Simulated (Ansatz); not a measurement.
## How fast states decay through IBrCl2

A new crystal, IBrCl2: structure, gap and complex bands. It is built by putting I for part of the Br in the BrCl structure of space group Cmc2_1, with the volume rescaled by atomic radii. The parent structure comes from the Materials Project.

Program: Ansatz 0.2.0. Level of theory: r2SCAN DFT, plane waves, PAW files, in the first sound run; inputs show where later runs differ. Results are calculated unless marked as measured.

The structure was built from a prototype and need not be the compound's stable phase.

## 1. Set-up

The structure is monoclinic, space group Cm (No. 8). The conventional cell has a = 5.166 Å, b = 8.269 Å, c = 8.033 Å, α = 90.00°, β = 90.00°, γ = 90.00°. Nearest to I lie 2 Cl at 2.44 to 2.52 Å. Nearest to Br lie 2 Cl at 2.44 to 2.52 Å. Cl has 1 Br at 2.44 Å and 1 I at 2.52 Å nearest. Cl has 1 I at 2.44 Å and 1 Br at 2.52 Å nearest. It derives from BrCl. I for part of the Br in the BrCl structure of space group Cmc2_1. Farther neighbours and most contacts between anions are not listed.

## 2. Cell and atoms at rest

The substituted atoms don't fit the parent's cell, so cell and atoms relax together. A small smearing keeps the run stable in case the gap closes on the way.

The input, input.yaml:

```yaml
crystal:
  lattice:
    - [4.1346480309, -2.5832398688, 0.0]
    - [4.1346480309, 2.5832398688, 0.0]
    - [0.0, 0.0, 8.0331143012]
  atoms:
    - { symbol: I, position: [0.006143, 0.993857, 0.626524] }
    - { symbol: Br, position: [0.993857, 0.006143, 0.126524] }
    - { symbol: Cl, position: [0.717494, 0.282506, 0.373476] }
    - { symbol: Cl, position: [0.282506, 0.717494, 0.873476] }
kpoints:
  mp_grid: { grid: [6, 6, 4] }
scf:
  occupations: { method: gaussian, width: 0.03 }
hamiltonian:
  xc: r2scan
output:
  forces: true
  stress: true
relax:
  f_tol: 0.02
  max_steps: 60
  cell: {}
```

Command:

```bash
$ ansatz run input.yaml --threads 2 --pin off --max-ram 4096MiB --backend cpu --events-out ev --progress --plain --runs-dir out
```

Numbers of over 12 decimals in the logs are rounded to 6 here.

Log:

```text
Engine: ansatz 0.2.0, x86_64-unknown-linux-gnu
Pseudopotentials: kind: paw
Pseudopotential: I, paw, valence charge 17, recommended cutoff 500 eV (meta_gga), I.paw.azcp
Pseudopotential: Br, paw, valence charge 7, recommended cutoff 500 eV (meta_gga), Br.paw.azcp
Pseudopotential: Cl, paw, valence charge 7, recommended cutoff 500 eV (meta_gga), Cl.paw.azcp
Functional definition: r2SCAN
  parameter k0 = 0.174
  parameter k1 = 0.065
  parameter a1 = 4.9479
  exchange = r2scan_x(k0 = k0, k1 = k1, a1 = a1)
  correlation = r2scan_c
Crystal: 4 atoms, lattice volume = 171.600 Å³
Basis set: ecut = 500 eV, 4351 PW (Γ), exchange–correlation on 144×144×240 points (64 copies of the dense FFT grid, shifted against one another)
Bands: 23, of which v1, the nominal top of the filled ones, is band 19 counted from 1 (18 counted from 0)
Symmetry: 2 space group operations
Space group: Cm (ITA 8), of the structure as read, at distance tolerance 5.6e-5 Å
k-points: 47 of 144 (time reversal used)
Non-local potential: I, projectors of the file, l = 0: 2, l = 1: 2, l = 2: 2, l = 3: 2
Non-local potential: Br, projectors of the file, l = 0: 2, l = 1: 2, l = 2: 2
Non-local potential: Cl, projectors of the file, l = 0: 2, l = 1: 2, l = 2: 2
PAW form: soft (Blöchl's): semilocal exchange-correlation on the pseudo side does not see the compensation charge
PAW frozen core: I, regenerated for the run's functional (the file was generated under x = pbe(κ = 0.804, μ = 0.219515), c = pbe(β = 0.066725))
PAW frozen core: Br, regenerated for the run's functional (the file was generated under x = pbe(κ = 0.804, μ = 0.219515), c = pbe(β = 0.066725))
PAW frozen core: Cl, regenerated for the run's functional (the file was generated under x = pbe(κ = 0.804, μ = 0.219515), c = pbe(β = 0.066725))
PAW one-centre angular grid: I, 590 points (default); XC on 160 Gauss nodes
PAW one-centre angular grid: Br, 302 points (default); XC on 160 Gauss nodes
PAW one-centre angular grid: Cl, 302 points (default); XC on 160 Gauss nodes
Initial density: superposition of atomic densities (neutral atoms: chi_scale 0, normalization atom), corrected by the library's trained network
Initial wavefunctions: pseudopotential atomic-orbital guess
Functional: x = r2scan, c = r2scan; τ floored in thin density (d = 2e-4 eV/Å³)
SCF iter   1: F=—  HF=-12488.279879 eV  |F-HF|=—  |Δ(HF+E_count)|=         —  Δρ=3.56e-3  dr2=2.41e-2  dr2_τ=2.43e-2  ethr=1.77e-3  ⟨swp⟩=7.7  Hψ=6161  notcnv=0
preconditioner: auto → Resta (q_TF=auto, 2.122 Å⁻¹)  ε∞=2.9  [insulator: Δε(μ)=1.665 eV  Ē_g=10.854 eV  σ=0.030 eV  W_gap=1.00  n_scr=22 (ndim 8)  ℏωp=15.0 eV  f_vac=0.250  D(μ)=0.00/eV (n_scr^D=0)  ε∞_Penn≈2.9]
SCF iter   2: F=—  HF=-12488.289042 eV  |F-HF|=—  |Δ(HF+E_count)|=   9.16e-3  Δρ=1.74e-3  dr2=4.37e-3  dr2_τ=1.98e-4  ethr=6.35e-5  ⟨swp⟩=3.0  Hψ=2238  notcnv=0
SCF iter   3: F=—  HF=-12488.288577 eV  |F-HF|=—  |Δ(HF+E_count)|=   4.65e-4  Δρ=4.03e-4  dr2=2.90e-4  dr2_τ=2.39e-5  ethr=1.15e-5  ⟨swp⟩=2.0  Hψ=2163  notcnv=0
SCF iter   4: F=—  HF=-12488.288645 eV  |F-HF|=—  |Δ(HF+E_count)|=   6.78e-5  Δρ=1.32e-4  dr2=5.42e-5  dr2_τ=2.45e-6  ethr=7.63e-7  ⟨swp⟩=2.0  Hψ=1598  notcnv=0
SCF iter   5: F=—  HF=-12488.288711 eV  |F-HF|=—  |Δ(HF+E_count)|=   6.59e-5  Δρ=6.98e-5  dr2=1.99e-5  dr2_τ=1.37e-6  ethr=1.43e-7  ⟨swp⟩=2.5  Hψ=1714  notcnv=0
SCF iter   6: F=—  HF=-12488.288712 eV  |F-HF|=—  |Δ(HF+E_count)|=   6.77e-7  Δρ=2.86e-5  dr2=2.74e-6  dr2_τ=1.38e-7  ethr=5.24e-8  ⟨swp⟩=2.7  Hψ=1609  notcnv=0
SCF iter   7: F=—  HF=-12488.288713 eV  |F-HF|=—  |Δ(HF+E_count)|=   1.43e-6  Δρ=8.41e-6  dr2=1.84e-7  dr2_τ=1.02e-8  ethr=7.22e-9  ⟨swp⟩=2.0  Hψ=1489  notcnv=0
SCF iter   8: F=-12488.288713 eV  HF=-12488.288713 eV  |F-HF|=1.71e-8  |Δ(HF+E_count)|=   1.50e-7  Δρ=2.54e-6  dr2=1.65e-8  dr2_τ=8.36e-10  ethr=2.63e-10  ⟨swp⟩=5.7  Hψ=4211  notcnv=0
SCF 1 converged in 8 iterations: F = -12488.288713 eV  dr2 = 1.65e-8
  greatest PAW one-centre occupation: 0.999 electrons in one spin orbital (limit 2), on the I atom at site 0 (counted from 0), in its partial waves of l = 2
relax step   1: F+E_penalty+E_count = -12488.28871331 eV  Δ(F+E_penalty+E_count) = +0.000e0 eV  max|allowed force component| = 9.782e-1 eV/Å  Δτ_max = 0.0000 Å  P = +0.178 GPa  Ω = 171.600 Å³  (8 SCF iters, dr2 threshold 1.00e-7 eV, accepted)
Crystal: 4 atoms, lattice volume = 167.161 Å³
Basis set: ecut = 500 eV, 4235 PW (Γ), exchange–correlation on 144×144×240 points (64 copies of the dense FFT grid, shifted against one another)
Initial density: handed on by an earlier stage of this run
Initial wavefunctions: those handed on with the density
iter 1 solved again at ethr=3.99e-5 eV; its pass at ethr=3.10e-3 eV (dr2=1.51e-2 eV) is discarded
SCF iter   1: F=—  HF=-12488.487795 eV  |F-HF|=—  |Δ(HF+E_count)|=         —  Δρ=3.99e-3  dr2=1.55e-2  dr2_τ=2.39e-1  ethr=3.99e-5  ⟨swp⟩=2.0  Hψ=7074  notcnv=0
automatic band count: iteration 1 solves 22 bands in place of 23: the levels show a gap, and the empty bands left out lie too high to hold charge; the band table lists the bands solved (type scf.n_extra_bands for more)
preconditioner: auto → Resta (q_TF=auto, 2.131 Å⁻¹)  ε∞=3.4  [insulator: Δε(μ)=1.989 eV  Ē_g=9.809 eV  σ=0.030 eV  W_gap=1.00  n_scr=26 (ndim 8)  ℏωp=15.2 eV  f_vac=0.234  D(μ)=0.00/eV (n_scr^D=0)  ε∞_Penn≈3.4]
SCF iter   2: F=—  HF=-12488.386846 eV  |F-HF|=—  |Δ(HF+E_count)|=   1.01e-1  Δρ=2.24e-3  dr2=5.41e-3  dr2_τ=1.14e-4  ethr=3.99e-5  ⟨swp⟩=3.3  Hψ=1982  notcnv=0
SCF iter   3: F=—  HF=-12488.387076 eV  |F-HF|=—  |Δ(HF+E_count)|=   2.30e-4  Δρ=6.25e-4  dr2=1.27e-3  dr2_τ=1.26e-4  ethr=1.42e-5  ⟨swp⟩=2.3  Hψ=1699  notcnv=0
SCF iter   4: F=—  HF=-12488.387005 eV  |F-HF|=—  |Δ(HF+E_count)|=   7.10e-5  Δρ=2.16e-4  dr2=1.17e-4  dr2_τ=9.24e-6  ethr=3.33e-6  ⟨swp⟩=2.6  Hψ=1536  notcnv=0
SCF iter   5: F=—  HF=-12488.387101 eV  |F-HF|=—  |Δ(HF+E_count)|=   9.54e-5  Δρ=8.47e-5  dr2=2.49e-5  dr2_τ=1.96e-6  ethr=3.08e-7  ⟨swp⟩=2.0  Hψ=1512  notcnv=0
SCF iter   6: F=—  HF=-12488.387109 eV  |F-HF|=—  |Δ(HF+E_count)|=   8.19e-6  Δρ=2.78e-5  dr2=3.38e-6  dr2_τ=1.94e-7  ethr=6.56e-8  ⟨swp⟩=3.0  Hψ=1684  notcnv=0
SCF iter   7: F=-12488.387112 eV  HF=-12488.387111 eV  |F-HF|=1.81e-7  |Δ(HF+E_count)|=   2.59e-6  Δρ=1.04e-5  dr2=3.00e-7  dr2_τ=1.72e-8  ethr=1.05e-9  ⟨swp⟩=4.0  Hψ=5059  notcnv=0
SCF 2 converged in 7 iterations: F = -12488.387112 eV  dr2 = 3.00e-7
[...]
preconditioner: auto → Resta (q_TF=auto, 2.143 Å⁻¹)  ε∞=3.4  [insulator: Δε(μ)=2.024 eV  Ē_g=9.941 eV  σ=0.030 eV  W_gap=1.00  n_scr=22 (ndim 8)  ℏωp=15.5 eV  f_vac=0.211  D(μ)=0.00/eV (n_scr^D=0)  ε∞_Penn≈3.4]
SCF iter   2: F=—  HF=-12488.402190 eV  |F-HF|=—  |Δ(HF+E_count)|=   6.49e-3  Δρ=6.46e-4  dr2=6.26e-4  dr2_τ=2.69e-5  ethr=6.86e-6  ⟨swp⟩=3.1  Hψ=1886  notcnv=0
SCF iter   3: F=—  HF=-12488.402260 eV  |F-HF|=—  |Δ(HF+E_count)|=   6.95e-5  Δρ=2.66e-4  dr2=1.27e-4  dr2_τ=5.34e-6  ethr=1.65e-6  ⟨swp⟩=3.0  Hψ=1808  notcnv=0
SCF iter   4: F=—  HF=-12488.402324 eV  |F-HF|=—  |Δ(HF+E_count)|=   6.42e-5  Δρ=8.81e-5  dr2=2.66e-5  dr2_τ=2.12e-6  ethr=3.34e-7  ⟨swp⟩=2.0  Hψ=1545  notcnv=0
SCF iter   5: F=—  HF=-12488.402325 eV  |F-HF|=—  |Δ(HF+E_count)|=   1.39e-6  Δρ=3.01e-5  dr2=2.68e-6  dr2_τ=1.82e-7  ethr=7.01e-8  ⟨swp⟩=2.9  Hψ=1680  notcnv=0
SCF iter   6: F=-12488.402327 eV  HF=-12488.402326 eV  |F-HF|=2.28e-7  |Δ(HF+E_count)|=   1.26e-6  Δρ=1.09e-5  dr2=3.19e-7  dr2_τ=1.59e-8  ethr=1.05e-9  ⟨swp⟩=4.0  Hψ=4746  notcnv=0
SCF 3 converged in 6 iterations: F = -12488.402327 eV  dr2 = 3.19e-7
relax step   3: F+E_penalty+E_count = -12488.40232663 eV  Δ(F+E_penalty+E_count) = -1.522e-2 eV  max|allowed force component| = 1.017e-1 eV/Å  Δτ_max = 0.0136 Å  P = -0.285 GPa  Ω = 161.682 Å³  energy of the carried Pulay correction = +7.750e-4 eV  (6 SCF iters, dr2 threshold 4.00e-7 eV, accepted)
[...]
relax step   4: F+E_penalty+E_count = -12488.42659855 eV  Δ(F+E_penalty+E_count) = -2.427e-2 eV  max|allowed force component| = 2.548e-1 eV/Å  Δτ_max = 0.0702 Å  P = +0.346 GPa  Ω = 146.758 Å³  energy of the carried Pulay correction = +2.033e-3 eV  (7 SCF iters, dr2 threshold 4.00e-7 eV, accepted)
[...]
relax step   5: F+E_penalty+E_count = -12488.43891228 eV  Δ(F+E_penalty+E_count) = -1.231e-2 eV  max|allowed force component| = 1.884e-1 eV/Å  Δτ_max = 0.0705 Å  P = +0.598 GPa  Ω = 135.300 Å³  energy of the carried Pulay correction = +3.082e-3 eV  (7 SCF iters, dr2 threshold 4.00e-7 eV, accepted)
[...]
relax step   6: F+E_penalty+E_count = -12488.45358432 eV  Δ(F+E_penalty+E_count) = -1.467e-2 eV  max|allowed force component| = 5.642e-2 eV/Å  Δτ_max = 0.0376 Å  P = +0.230 GPa  Ω = 134.182 Å³  energy of the carried Pulay correction = +3.188e-3 eV  (6 SCF iters, dr2 threshold 4.00e-7 eV, accepted)
[...]
relax step   7: F+E_penalty+E_count = -12488.45664153 eV  Δ(F+E_penalty+E_count) = -3.057e-3 eV  max|allowed force component| = 2.122e-2 eV/Å  Δτ_max = 0.0454 Å  P = +0.047 GPa  Ω = 136.726 Å³  energy of the carried Pulay correction = +2.947e-3 eV  (7 SCF iters, dr2 threshold 4.00e-7 eV, accepted)
[...]
relax step   8: F+E_penalty+E_count = -12488.45684596 eV  Δ(F+E_penalty+E_count) = -2.044e-4 eV  max|allowed force component| = 1.725e-2 eV/Å  Δτ_max = 0.0167 Å  P = +0.002 GPa  Ω = 137.113 Å³  energy of the carried Pulay correction = +2.910e-3 eV  (6 SCF iters, dr2 threshold 3.70e-8 eV, accepted)
Basis set: ecut = 500 eV, 3503 PW (Γ), exchange–correlation on 128×128×240 points (64 copies of the dense FFT grid, shifted against one another)
Initial wavefunctions: pseudopotential atomic-orbital guess (no wavefunctions were taken with the density)
iter 1 solved again at ethr=2.82e-7 eV; its pass at ethr=3.10e-3 eV (dr2=1.07e-4 eV) is discarded
SCF iter   1: F=—  HF=-12488.454540 eV  |F-HF|=—  |Δ(HF+E_count)|=         —  Δρ=1.80e-4  dr2=3.38e-6  dr2_τ=2.64e-5  ethr=2.82e-7  ⟨swp⟩=4.0  Hψ=9437  notcnv=0
preconditioner: auto → Resta (q_TF=auto, 2.203 Å⁻¹)  ε∞=3.3  [insulator: Δε(μ)=1.817 eV  Ē_g=11.038 eV  σ=0.030 eV  W_gap=1.00  n_scr=22 (ndim 8)  ℏωp=16.8 eV  f_vac=0.071  D(μ)=0.00/eV (n_scr^D=0)  ε∞_Penn≈3.3]
SCF iter   2: F=—  HF=-12488.454571 eV  |F-HF|=—  |Δ(HF+E_count)|=   3.03e-5  Δρ=9.34e-5  dr2=9.09e-7  dr2_τ=2.48e-6  ethr=8.90e-9  ⟨swp⟩=2.0  Hψ=1735  notcnv=0
SCF iter   3: F=—  HF=-12488.454581 eV  |F-HF|=—  |Δ(HF+E_count)|=   1.03e-5  Δρ=3.32e-6  dr2=9.72e-9  dr2_τ=1.69e-9  ethr=2.39e-9  ⟨swp⟩=2.0  Hψ=1739  notcnv=0
SCF iter   4: F=—  HF=-12488.454581 eV  |F-HF|=—  |Δ(HF+E_count)|=   6.22e-9  Δρ=1.30e-6  dr2=1.53e-9  dr2_τ=3.35e-10  ethr=2.56e-11  ⟨swp⟩=2.3  Hψ=2016  notcnv=0
SCF iter   5: F=—  HF=-12488.454581 eV  |F-HF|=—  |Δ(HF+E_count)|=   1.39e-9  Δρ=4.81e-7  dr2=6.84e-10  dr2_τ=5.55e-11  ethr=4.03e-12  ⟨swp⟩=2.2  Hψ=1865  notcnv=0
SCF iter   6: F=-12488.454581 eV  HF=-12488.454581 eV  |F-HF|=7.28e-12  |Δ(HF+E_count)|=  6.73e-11  Δρ=1.14e-7  dr2=2.97e-11  dr2_τ=1.85e-12  ethr=1.00e-12  ⟨swp⟩=4.1  Hψ=4931  notcnv=0
SCF 9 converged in 6 iterations: F = -12488.454581 eV  dr2 = 2.97e-11
relax step   9: F+E_penalty+E_count = -12488.45458079 eV  Δ(F+E_penalty+E_count) = +2.265e-3 eV  max|allowed force component| = 1.723e-2 eV/Å  Δτ_max = 0.0000 Å  P = -0.001 GPa  Ω = 137.113 Å³  stress off target by 9.81e-3 GPa  SCF on the basis re-selected at this cell (its energy is not comparable with the rows above)  (6 SCF iters)
basis re-selected at this cell: Δ(F+E_penalty+E_count) = +2.265e-3 eV, ΔP = -0.004 GPa vs the last step (what re-selecting the basis moved, of the pressure what is left beyond the Pulay correction that the steps carried, after the strain that the cell walked since its last selection, with what the two solves' SCF thresholds leave and, on support functions, any second-order correction that the steps lacked; it is no measure of the basis error at this ecutwfc). The dense FFT grid was sized anew with the basis: this SCF ran on 32×32×60 points, the steps before it on 36×36×60, so part of this shift can come from that change (see relax.cell in the input reference). [rest of the remark cut]
SCF converged after 6 iterations
Free energy (F): -12488.454581 eV
Harris-Foulkes:  -12488.454581 eV  (|F-HF|=7.28e-12)
Internal energy: -12488.454581 eV  (E = F + TS)
E sigma→0 (E₀):  -12488.454581 eV
Fermi energy:    2.746067 eV
--- Per-component energies (eV) ---
  E_band       = -551.450727
  E_kinetic    = 638.012372
  E_local      = -3245.245459  (includes V_loc(G=0)·N_el)
  E_nonlocal   = 34.119793
  E_hartree    = 1467.453506
  E_xc         = -575.317606
  E_vxc        = -518.219750  (∫ρ·V_xc dr)
  E_paw        = -8438.965126  (= ΣΔE_a)
  E_vpaw       = -423.389103  (= ΣTr[D̂ρ^β])
  E_aug_tail   = 0.000044  (compensation charges beyond the density's cutoff)
  E_vtau       = 28.364464  (kinetic-family band-sum trace: ∫τ·v_τ [+ j·A + Jᵃ·Aᵃ] dr)
  E_ewald      = -2368.154151
  E_core_change = -0.357954  (= ΣΔE_core)
  E_smearing   = -0.000000  (= −TS)
  E_closure    = 0.000000  (closes the sum)
  Σ components = -12488.454581   (vs F -12488.454581, Δ=0.00e0)
--- Forces (eV/Å), atoms counted from 1 ---
  atom   1  I      0.00000000     0.01020374    -0.01722605
  atom   2  Br     0.00000000     0.00867896     0.00970739
  atom   3  Cl     0.00000000    -0.00773558     0.00652633
  atom   4  Cl    -0.00000000    -0.01114680     0.00099185
  max |Σ_I F_I| component: 4.82e-7 eV/Å
--- Stress (GPa, compression-positive) ---
       -0.007173       0.000000      -0.000000
        0.000000      -0.002918      -0.007158
       -0.000000      -0.007158       0.005789
  P = ⅓ Tr σ = -0.0014 GPa (-0.014 kbar)
--- Relaxed structure (8 steps of the walk, 8 accepted, 1 SCFs on fresh bases) ---
  F+E_penalty+E_count = -12488.45458079 eV   max|allowed force component| = 1.723e-2 eV/Å   (the final SCF, on the basis selected at the relaxed cell)
  cell:  # Å, volume = 137.1130 Å³
    - [3.477313, -2.470098, -0.00762728]
    - [3.477313, 2.470098, 0.00762728]
    - [0.0, 0.023719, 7.981690]
  atoms:
    - { symbol: I, position: [0.000351057, 0.999649, 0.625291] }
    - { symbol: Br, position: [0.999859, 0.000141046, 0.125002] }
    - { symbol: Cl, position: [0.699326, 0.300674, 0.361567] }
    - { symbol: Cl, position: [0.300464, 0.699536, 0.888140] }
```

Wall time 46 s (2 threads of AMD EPYC 9R45, shared host); peak memory 0.84 GiB.

The steps of the relaxation:

| step | energy less that of the first step (eV) | largest force component (eV/Å) | pressure (GPa) | volume (Å³) |
| --- | --- | --- | --- | --- |
| 1 | 0.0000 | 0.9782 | 0.18 | 171.60 |
| 2 | -0.0984 | 0.1300 | -0.65 | 167.16 |
| 3 | -0.1136 | 0.1017 | -0.29 | 161.68 |
| 4 | -0.1379 | 0.2548 | 0.35 | 146.76 |
| 5 | -0.1502 | 0.1884 | 0.60 | 135.30 |
| 6 | -0.1649 | 0.0564 | 0.23 | 134.18 |
| 7 | -0.1679 | 0.0212 | 0.05 | 136.73 |
| 8 | -0.1681 | 0.0173 | 0.00 | 137.11 |
| 9* | -0.1659 | 0.0172 | 0.00 | 137.11 |

Relaxation steps marked * repeat the geometry before them on a plane-wave basis chosen anew for their cell, so energy and pressure can jump there.

The run keeps the 2 symmetry operations that it works with, so distortions that break them were not tested.

| cell as run | before | after | change |
| --- | --- | --- | --- |
| a (Å) | 4.875 | 4.265 | -12.5 % |
| b (Å) | 4.875 | 4.265 | -12.5 % |
| c (Å) | 8.033 | 7.982 | -0.6 % |
| α (°) | 90.00 | 89.80 | -0.2 % |
| β (°) | 90.00 | 90.20 | +0.2 % |
| γ (°) | 63.99 | 70.78 | +10.6 % |
| volume (Å³/atom) | 42.90 | 34.28 | -20.1 % |

The atoms that moved most (Å, as changes of fractional coordinates times the final cell):

| atom | dx | dy | dz | length |
| --- | --- | --- | --- | --- |
| Cl4 | 0.000 | -0.088 | 0.117 | 0.146 |
| Cl3 | 0.000 | 0.089 | -0.095 | 0.130 |
| Br2 | 0.000 | -0.030 | -0.012 | 0.032 |
| I1 | 0.000 | 0.029 | -0.010 | 0.030 |

This step gave:

* free energy: -12488.4546 eV
* Fermi energy: 2.746 eV
* pressure: -0.001434 GPa

The largest force component on a free atom ends at 0.017 eV/Å.

(Continued in part 2 of 3.)

[Logs are printed without paths, hosts, clocks, repeated set-up lines and the standing remarks that a program may print on its own settings, such as how far it seeks lower states.]

[Hosts, paths, dates, database ids (printed as entryN), source tags and the programs' standing remarks are cut or masked in the printed files.]

[New means built here by substitution; the compound itself may be known and measured.]
